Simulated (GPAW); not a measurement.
**Settings that the conductance of CO in line between two B chains needs**

How do the numerical settings move the conductance of CO in line between two B chains?

Program: GPAW 26.7.0. Level of theory: GPAW LCAO, PAW setups; Landauer transmission from Green's functions with principal layers (ASE), zero bias. Results are calculated unless marked as measured.

Most raw output is cut from this account.

### Step 1. The structure

The cell holds 14 atoms: 12 B, 1 C and 1 O. Cell: a = 9.000 Å, b = 9.000 Å, c = 20.838 Å, α = 90.0°, β = 90.0°, γ = 90.0°. Regions: left lead, 6 atoms (6 B); channel, 2 atoms (1 C and 1 O); right lead, 6 atoms (6 B). Vacuum lies along a and b. The structure is stacked along c, and the current runs across the ab planes.

### Step 2. The reference run

All settings start at ordinary values; they are then varied in turn, with meshes following the cell where its length changes.

run.py reads:

```python
import json
import numpy as np
from ase import Atoms
from ase.transport.calculators import TransportCalculator
from gpaw import GPAW, FermiDirac
from gpaw.lcao.tools import get_lcao_hamiltonian
from scipy.linalg import eigh

# The junction with lead layers at both ends, along the third cell vector
device = Atoms(
    ['B', 'B', 'B', 'B', 'B', 'B', 'C', 'O', 'B', 'B', 'B', 'B', 'B', 'B'],
    positions=[
        [4.50000, 4.50000, 0.77500],
        [4.50000, 4.50000, 2.32500],
        [4.50000, 4.50000, 3.87500],
        [4.50000, 4.50000, 5.42500],
        [4.50000, 4.50000, 6.97500],
        [4.50000, 4.50000, 8.52500],
        [4.50000, 4.50000, 9.89410],
        [4.50000, 4.50000, 11.05410],
        [4.50000, 4.50000, 12.31310],
        [4.50000, 4.50000, 13.86310],
        [4.50000, 4.50000, 15.41310],
        [4.50000, 4.50000, 16.96310],
        [4.50000, 4.50000, 18.51310],
        [4.50000, 4.50000, 20.06310]],
    cell=[[9.0, 0.0, 0.0], [0.0, 9.0, 0.0], [0.0, 0.0, 20.8381]],
    pbc=True)

# One principal layer of the lead: the first 4 atoms of the device
lead = Atoms(
    ['B', 'B', 'B', 'B'],
    positions=[
        [4.50000, 4.50000, 0.77500],
        [4.50000, 4.50000, 2.32500],
        [4.50000, 4.50000, 3.87500],
        [4.50000, 4.50000, 5.42500]],
    cell=[[9.0, 0.0, 0.0], [0.0, 9.0, 0.0], [0.0, 0.0, 6.2]],
    pbc=True)

settings = dict(mode='lcao', basis='szp(dzp)', xc='PBE', h=0.18,
                occupations=FermiDirac(0.1), maxiter=250,
                mixer=dict(beta=0.1, nmaxold=8, weight=100.0),
                convergence=dict(density=0.0001))
energies = np.arange(-3, 3 + 1e-9, 0.075)
eta = 0.0001
n1, n2 = 1, 1
# k and -k transmit alike, so half of the mesh across the current serves
mesh = [(i, j) for i in range(n1) for j in range(n2) if (i, j) <= (-i % n1, -j % n2)]
weights = np.array([1 if (i, j) == (-i % n1, -j % n2) else 2 for i, j in mesh]) / (n1 * n2)

# [... helper functions left out ...]
fermi_lead = ground_state(lead, (1, 1, 18), 'lead.txt')
fermi_device = ground_state(device, (1, 1, 4), 'device.txt')
# [... loop over the mesh left out, but for ...]
        # Shift the lead onto the potential of the device's first layer
        shift = ((H[:, 0, 0] - H0[:, 0, 0]) / S0[0, 0]).real.mean()
# [...]
kT = 8.617333e-5 * 300
bias = [0.1, 0.2, 0.5, 1.0, 1.5, 2.0]
# [... integrals and printing left out ...]
```

Launch:

```bash
OMP_NUM_THREADS=1 OPENBLAS_NUM_THREADS=1 python run.py
```

Elapsed: 43 s, on 1 thread of Arm Neoverse V2, shared host; peak memory 0.96 GiB.

This step gave:

| Property | Result |
| --- | --- |
| conductance | 1.713 G₀ |
| largest coupling past the next principal layer | 9.76e-5 eV |
| largest misfit of the first principal layer | 0.1002 eV |
| shift that aligns the lead | -0.01003 eV |
| basis functions of the junction | 126 |
| basis functions of a principal layer | 36 |
| transmission at the Fermi level (one spin) | 1.715 |

One spin. Table of transmission, zone mean by energy, zero at the Fermi level:

```csv
energy (eV),"transmission, zone mean"
-3.0000,0
-2.7750,0
-2.4750,0
-2.2500,0
-2.0250,0
-1.7250,0
-1.5000,0
-1.2750,5.5e-12
-0.9750,1.7e-10
-0.7500,0.649
-0.5250,1.46
-0.2250,1.70
-0.0750,1.72
0.0000,1.71
0.2250,1.65
0.5250,1.52
0.7500,1.42
0.9750,1.33
1.2750,1.27
1.5000,1.24
1.7250,1.23
2.0250,1.22
2.2500,1.21
2.4750,1.20
2.7750,1.19
3.0000,1.18
```

Not self-consistent under bias; the bias window is split evenly. Current through one cell, from the zero-bias transmission against bias:

```csv
bias (V),"current through one cell, from the zero-bias transmission (μA)"
0.100,13.3
0.200,26.5
0.500,65.8
1.000,128
1.500,178
2.000,206
```

Couplings past the next layer reach 9.8e-5 eV, small enough to drop; the matrix elements of the cell's first layer differ from the bulk lead's by up to 0.10 eV. That layer keeps its own values in the calculation, and only beyond it is the lead taken as perfect. The Fermi levels of lead and junction count from different zeros of potential, one for each periodic cell; with both set to zero, the small remaining shift is what aligns them. By hand: G = 1.713 × 77.48 μS = 133 μS, a resistance of 7.54 kΩ; at 0.1 V a linear junction would pass 13.3 μA, and the integral over the bias window gives 13.3 μA.

### Step 3. Grid spacing: h = 0.3

The real-space grid carries density and potential; a coarse one breaks translation symmetry along the lead and scatters electrons that should pass.

run.py: that of step 2 with these lines changed.

```diff
@@ -40,3 +40,3 @@
 
-settings = dict(mode='lcao', basis='szp(dzp)', xc='PBE', h=0.18,
+settings = dict(mode='lcao', basis='szp(dzp)', xc='PBE', h=0.3,
                 occupations=FermiDirac(0.1), maxiter=250,
```

It took 12 s on 1 thread; peak memory 0.28 GiB.

This step gave:

```
conductance                                    : 1.716 G₀
largest coupling past the next principal layer : 1.03e-4 eV
largest misfit of the first principal layer    : 0.1090 eV
shift that aligns the lead                     : -0.01088 eV
transmission at the Fermi level (one spin)     : 1.718
```

One spin. The transmission, zone mean by energy, zero at the Fermi level:

energy (eV), transmission, zone mean and a bar:
```
    -3.00       0.00 
    -2.85       0.00 
    -2.70       0.00 
    -2.55       0.00 
    -2.33       0.00 
    -2.17       0.00 
    -2.02       0.00 
    -1.88       0.00 
    -1.73       0.00 
    -1.57       0.00 
    -1.35       0.00 
    -1.20       0.00 
    -1.05       0.00 
    -0.90       0.00 
    -0.75       0.64 ###########
    -0.60       1.30 #######################
    -0.38       1.63 ############################
    -0.23       1.71 ##############################
    -0.07       1.72 ##############################
     0.00       1.72 ##############################
     0.07       1.70 ##############################
     0.23       1.66 #############################
     0.38       1.59 ############################
     0.60       1.49 ##########################
     0.75       1.42 #########################
     0.90       1.37 ########################
     1.05       1.32 #######################
     1.20       1.29 ######################
     1.35       1.27 ######################
     1.57       1.25 ######################
     1.73       1.24 ######################
     1.88       1.23 #####################
     2.02       1.23 #####################
     2.17       1.23 #####################
     2.33       1.22 #####################
     2.55       1.21 #####################
     2.70       1.21 #####################
     2.85       1.20 #####################
     3.00       1.20 #####################
```

Not self-consistent under bias; the bias window is split evenly. The current through one cell, from the zero-bias transmission by bias:

```csv
bias (V),"current through one cell, from the zero-bias transmission (μA)"
0.100,13.3
0.200,26.6
0.500,65.9
1.000,128
1.500,178
2.000,206
```

The conductance equals that of the base run to 0.2 %.

### Step 4. Varying the grid spacing

run.py: that of step 3 with these lines changed.

```diff
@@ -40,3 +40,3 @@
 
-settings = dict(mode='lcao', basis='szp(dzp)', xc='PBE', h=0.3,
+settings = dict(mode='lcao', basis='szp(dzp)', xc='PBE', h=0.26,
                 occupations=FermiDirac(0.1), maxiter=250,
```

Elapsed: 18 s, on 1 thread; peak memory 0.41 GiB.

Numbers from this step:

- conductance: 1.713 G₀
- largest coupling past the next principal layer: 9.49e-5 eV
- largest misfit of the first principal layer: 0.1002 eV
- shift that aligns the lead: -0.009861 eV
- transmission at the Fermi level (one spin): 1.715

One spin. The transmission, zone mean by energy, zero at the Fermi level:

```csv
energy (eV),"transmission, zone mean"
-3.00,0
-2.85,0
-2.70,0
-2.55,0
-2.33,0
-2.17,0
-2.02,0
-1.88,0
-1.73,0
-1.57,0
-1.35,0
-1.20,5.0e-11
-1.05,3.9e-11
-0.90,1.8e-9
-0.75,0.656
-0.60,1.31
-0.38,1.63
-0.23,1.70
-0.07,1.72
0.00,1.72
0.07,1.70
0.23,1.65
0.38,1.59
0.60,1.48
0.75,1.42
0.90,1.36
1.05,1.31
1.20,1.28
1.35,1.26
1.57,1.24
1.73,1.23
1.88,1.22
2.02,1.22
2.17,1.21
2.33,1.21
2.55,1.20
2.70,1.20
2.85,1.19
3.00,1.18
```

Not self-consistent under bias; the bias window is split evenly. The current through one cell, from the zero-bias transmission by bias:

```csv
bias (V),"current through one cell, from the zero-bias transmission (μA)"
0.100,13.3
0.200,26.5
0.500,65.8
1.000,128
1.500,178
2.000,206
```

The conductance equals that of the base run to 0.2 %.

### Step 5. Varying the grid spacing

run.py: that of step 4 with these lines changed.

```diff
@@ -40,3 +40,3 @@
 
-settings = dict(mode='lcao', basis='szp(dzp)', xc='PBE', h=0.26,
+settings = dict(mode='lcao', basis='szp(dzp)', xc='PBE', h=0.22,
                 occupations=FermiDirac(0.1), maxiter=250,
```

Wall time 22 s (1 thread); peak memory 0.54 GiB.

The conductance equals that of the base run to 0.2 %.

### Step 6. Grid spacing: h = 0.16

run.py: that of step 5 with these lines changed.

```diff
@@ -40,3 +40,3 @@
 
-settings = dict(mode='lcao', basis='szp(dzp)', xc='PBE', h=0.22,
+settings = dict(mode='lcao', basis='szp(dzp)', xc='PBE', h=0.16,
                 occupations=FermiDirac(0.1), maxiter=250,
```

Run time: 54 s. Hardware: 1 thread; peak memory 1.2 GiB.

One spin. Transmission, zone mean against energy, zero at the Fermi level:

```csv
energy (eV),"transmission, zone mean"
-3.00,0
-2.77,0
-2.55,0
-2.40,0
-2.17,0
-1.95,0
-1.73,0
-1.57,0
-1.35,0
-1.12,2.0e-11
-0.90,1.8e-9
-0.75,0.649
-0.53,1.46
-0.30,1.68
-0.07,1.72
0.00,1.71
0.07,1.70
0.30,1.62
0.53,1.52
0.75,1.42
0.90,1.36
1.12,1.30
1.35,1.26
1.57,1.23
1.73,1.23
1.95,1.22
2.17,1.21
2.40,1.21
2.55,1.20
2.77,1.19
3.00,1.18
```

The conductance equals that of the base run to 0.2 %.

### Step 7. Grid spacing: h = 0.14

run.py: that of step 6 with these lines changed.

```diff
@@ -40,3 +40,3 @@
 
-settings = dict(mode='lcao', basis='szp(dzp)', xc='PBE', h=0.16,
+settings = dict(mode='lcao', basis='szp(dzp)', xc='PBE', h=0.14,
                 occupations=FermiDirac(0.1), maxiter=250,
```

It took 81 s on 1 thread; peak memory 1.7 GiB.

The conductance equals that of the base run to 0.2 %.

### Step 8. Convergence in the grid spacing

The runs and the base run on one axis.

This step: convergence of the conductance (GPAW 26.7.0).

Table of conductance by grid spacing:

```csv
grid spacing (Å),conductance (G₀)
0.1400,1.71
0.1600,1.71
0.1800,1.71
0.2200,1.71
0.2600,1.71
0.3000,1.72
```

### Step 9. Varying the broadening: eta = 1e-06

The broadening keeps the Green's functions finite; too large a value absorbs electrons where channels are open and leaks them where none are.

This step: GPAW LCAO, PAW setups; Landauer transmission from Green's functions with principal layers (ASE), zero bias (GPAW 26.7.0).

run.py: that of step 7 with these lines changed.

```diff
@@ -40,3 +40,3 @@
 
-settings = dict(mode='lcao', basis='szp(dzp)', xc='PBE', h=0.14,
+settings = dict(mode='lcao', basis='szp(dzp)', xc='PBE', h=0.18,
                 occupations=FermiDirac(0.1), maxiter=250,
@@ -45,3 +45,3 @@
 energies = np.arange(-3, 3 + 1e-9, 0.075)
-eta = 0.0001
+eta = 1e-06
 n1, n2 = 1, 1
```

Elapsed: 43 s, on 1 thread; peak memory 0.96 GiB.

Numbers from this step:

* conductance: 1.715 G₀
* largest coupling past the next principal layer: 9.76e-5 eV
* shift that aligns the lead: -0.01003 eV
* transmission at the Fermi level (one spin): 1.717

One spin. Table of transmission, zone mean by energy, zero at the Fermi level:

```csv
energy (eV),"transmission, zone mean"
-3.0000,0
-2.7750,0
-2.4750,0
-2.2500,0
-2.0250,0
-1.7250,0
-1.5000,0
-1.2750,0
-0.9750,0
-0.7500,0.652
-0.5250,1.46
-0.2250,1.71
-0.0750,1.72
0.0000,1.72
0.2250,1.65
0.5250,1.52
0.7500,1.42
0.9750,1.34
1.2750,1.27
1.5000,1.24
1.7250,1.23
2.0250,1.22
2.2500,1.21
2.4750,1.20
2.7750,1.19
3.0000,1.18
```

Not self-consistent under bias; the bias window is split evenly. Current through one cell, from the zero-bias transmission against bias:

```csv
bias (V),"current through one cell, from the zero-bias transmission (μA)"
0.100,13.3
0.200,26.5
0.500,65.8
1.000,128
1.500,178
2.000,206
```

The conductance equals that of the base run to 0.2 %.

### Step 10. Varying the broadening: eta = 0.001

run.py: that of step 9 with these lines changed.

```diff
@@ -45,3 +45,3 @@
 energies = np.arange(-3, 3 + 1e-9, 0.075)
-eta = 1e-06
+eta = 0.001
 n1, n2 = 1, 1
```

It took 43 s on 1 thread; peak memory 0.96 GiB.

Numbers from this step:

* conductance: 1.695 G₀
* transmission at the Fermi level (one spin): 1.698

One spin. Table of transmission, zone mean by energy, zero at the Fermi level:

```csv
energy (eV),"transmission, zone mean"
-3.00,1.2e-12
-2.85,0
-2.70,0
-2.55,0
-2.33,0
-2.17,0
-2.02,0
-1.88,0
-1.73,0
-1.57,0
-1.35,2.2e-11
-1.20,5.2e-9
-1.05,3.9e-9
-0.90,1.8e-7
-0.75,0.627
-0.60,1.28
-0.38,1.61
-0.23,1.68
-0.07,1.70
0.00,1.70
0.07,1.68
0.23,1.64
0.38,1.58
0.60,1.47
0.75,1.41
0.90,1.35
1.05,1.31
1.20,1.27
1.35,1.25
1.57,1.23
1.73,1.22
1.88,1.21
2.02,1.21
2.17,1.21
2.33,1.20
2.55,1.20
2.70,1.19
2.85,1.18
3.00,1.18
```

Not self-consistent under bias; the bias window is split evenly. The current through one cell, from the zero-bias transmission by bias:

```csv
bias (V),"current through one cell, from the zero-bias transmission (μA)"
0.100,13.1
0.200,26.2
0.500,65.1
1.000,126
1.500,176
2.000,204
```

The conductance, 1.70 G₀, lies 1.0 % below that of the base run.

### Step 11. Varying the broadening: eta = 0.01

run.py: that of step 10 with these lines changed.

```diff
@@ -45,3 +45,3 @@
 energies = np.arange(-3, 3 + 1e-9, 0.075)
-eta = 0.001
+eta = 0.01
 n1, n2 = 1, 1
```

Elapsed: 43 s, on 1 thread; peak memory 0.96 GiB.

One spin. Transmission, zone mean against energy, zero at the Fermi level:

```csv
energy (eV),"transmission, zone mean"
-3.0000,1.1e-10
-2.7750,1.4e-12
-2.4750,0
-2.2500,0
-2.0250,0
-1.7250,0
-1.5000,4.7e-11
-1.2750,5.3e-8
-0.9750,1.6e-6
-0.7500,0.445
-0.5250,1.22
-0.2250,1.50
0.0000,1.53
0.2250,1.50
0.5250,1.39
0.7500,1.31
0.9750,1.24
1.2750,1.18
1.5000,1.16
1.7250,1.15
2.0250,1.15
2.2500,1.14
2.4750,1.14
2.7750,1.13
3.0000,1.12
```

The conductance, 1.53 G₀, lies 11 % below that of the base run.

### Step 12. Broadening: eta = 0.05

run.py: that of step 11 with these lines changed.

```diff
@@ -45,3 +45,3 @@
 energies = np.arange(-3, 3 + 1e-9, 0.075)
-eta = 0.01
+eta = 0.05
 n1, n2 = 1, 1
```

Wall time 42 s (1 thread); peak memory 0.96 GiB.

The conductance, 0.974 G₀, lies 43 % below that of the base run.

### Step 13. Convergence in the broadening

This step: convergence of the conductance (GPAW 26.7.0).

Table of conductance by log10 of the broadening in eV:

```csv
log10 of the broadening in eV,conductance (G₀)
-6.00,1.71
-4.00,1.71
-3.00,1.70
-2.00,1.53
-1.30,0.974
```

### Step 14. Varying the energy step: de = 0.2

The thermal integrals interpolate T(E), so the step must resolve what lies within a few kT of the Fermi level.

This step: GPAW LCAO, PAW setups; Landauer transmission from Green's functions with principal layers (ASE), zero bias (GPAW 26.7.0).

run.py: that of step 12 with these lines changed.

```diff
@@ -44,4 +44,4 @@
                 convergence=dict(density=0.0001))
-energies = np.arange(-3, 3 + 1e-9, 0.075)
-eta = 0.05
+energies = np.arange(-3, 3 + 1e-9, 0.2)
+eta = 0.0001
 n1, n2 = 1, 1
```

It took 43 s on 1 thread; peak memory 0.96 GiB.

Numbers from this step:

```
conductance                                : 1.710 G₀
transmission at the Fermi level (one spin) : 1.715
```

One spin. Table of transmission, zone mean by energy, zero at the Fermi level:

```csv
energy (eV),"transmission, zone mean"
-3.00,0
-2.80,0
-2.60,0
-2.40,0
-2.20,0
-2.00,0
-1.80,0
-1.60,0
-1.40,0
-1.20,5.2e-11
-1.00,9.4e-11
-0.80,0.203
-0.60,1.30
-0.40,1.61
-0.20,1.71
0.00,1.71
0.20,1.66
0.40,1.58
0.60,1.48
0.80,1.40
1.00,1.33
1.20,1.28
1.40,1.25
1.60,1.23
1.80,1.22
2.00,1.22
2.20,1.21
2.40,1.21
2.60,1.20
2.80,1.19
3.00,1.18
```

Not self-consistent under bias; the bias window is split evenly. Current through one cell, from the zero-bias transmission against bias:

```csv
bias (V),"current through one cell, from the zero-bias transmission (μA)"
0.100,13.2
0.200,26.4
0.500,65.6
1.000,127
1.500,174
2.000,202
```

The conductance equals that of the base run to 0.2 %.

### Step 15. Varying the energy step: de = 0.1

run.py: that of step 14 with these lines changed.

```diff
@@ -44,3 +44,3 @@
                 convergence=dict(density=0.0001))
-energies = np.arange(-3, 3 + 1e-9, 0.2)
+energies = np.arange(-3, 3 + 1e-9, 0.1)
 eta = 0.0001
```

Elapsed: 44 s, on 1 thread; peak memory 0.96 GiB.

This step gave:

```yaml
conductance: 1.712 G₀
```

One spin. The transmission, zone mean by energy, zero at the Fermi level:

```csv
energy (eV),"transmission, zone mean"
-3.00,0
-2.80,0
-2.70,0
-2.50,0
-2.40,0
-2.20,0
-2.00,0
-1.90,0
-1.70,0
-1.50,0
-1.40,0
-1.20,5.2e-11
-1.10,2.2e-11
-0.90,1.8e-9
-0.70,0.948
-0.60,1.30
-0.40,1.61
-0.20,1.71
-0.10,1.72
0.00,1.71
0.10,1.69
0.20,1.66
0.40,1.58
0.60,1.48
0.70,1.44
0.90,1.36
1.10,1.30
1.20,1.28
1.40,1.25
1.50,1.24
1.70,1.23
1.90,1.22
2.00,1.22
2.20,1.21
2.40,1.21
2.50,1.20
2.70,1.20
2.80,1.19
3.00,1.18
```

Not self-consistent under bias; the bias window is split evenly. Current through one cell, from the zero-bias transmission against bias:

```csv
bias (V),"current through one cell, from the zero-bias transmission (μA)"
0.100,13.3
0.200,26.5
0.500,65.7
1.000,128
1.500,178
2.000,206
```

The conductance equals that of the base run to 0.2 %.

### Step 16. Varying the energy step: de = 0.025

run.py: that of step 15 with these lines changed.

```diff
@@ -44,3 +44,3 @@
                 convergence=dict(density=0.0001))
-energies = np.arange(-3, 3 + 1e-9, 0.1)
+energies = np.arange(-3, 3 + 1e-9, 0.025)
 eta = 0.0001
```

Wall time 45 s (1 thread); peak memory 0.96 GiB.

The conductance equals that of the base run to 0.2 %.

### Step 17. Energy step: de = 0.0125

run.py: that of step 16 with these lines changed.

```diff
@@ -44,3 +44,3 @@
                 convergence=dict(density=0.0001))
-energies = np.arange(-3, 3 + 1e-9, 0.025)
+energies = np.arange(-3, 3 + 1e-9, 0.0125)
 eta = 0.0001
```

The job ended after 46 s (1 thread; peak memory 0.96 GiB).

One spin. Table of transmission, zone mean by energy, zero at the Fermi level:

energy (eV), transmission, zone mean and a bar:
```
   -3.000       0.00 
   -2.800       0.00 
   -2.600       0.00 
   -2.400       0.00 
   -2.200       0.00 
   -2.000       0.00 
   -1.800       0.00 
   -1.600       0.00 
   -1.400       0.00 
   -1.200       0.00 
   -1.000       0.00 
   -0.800       0.20 ####
   -0.600       1.30 #######################
   -0.400       1.61 ############################
   -0.200       1.71 ##############################
   -0.087       1.72 ##############################
    0.000       1.71 ##############################
    0.200       1.66 #############################
    0.400       1.58 ###########################
    0.600       1.48 ##########################
    0.800       1.40 ########################
    1.000       1.33 #######################
    1.200       1.28 ######################
    1.400       1.25 ######################
    1.600       1.23 #####################
    1.800       1.22 #####################
    2.000       1.22 #####################
    2.200       1.21 #####################
    2.400       1.21 #####################
    2.600       1.20 #####################
    2.800       1.19 #####################
    3.000       1.18 #####################
```

The conductance equals that of the base run to 0.2 %.

[end of part 1 of 2]

[Logs are printed without paths, hosts, clocks, repeated set-up lines and the standing remarks that a program may print on its own settings, such as how far it seeks lower states.]

[Hosts, paths, dates, database ids (printed as entryN), source tags and the programs' standing remarks are cut or masked in the printed files.]
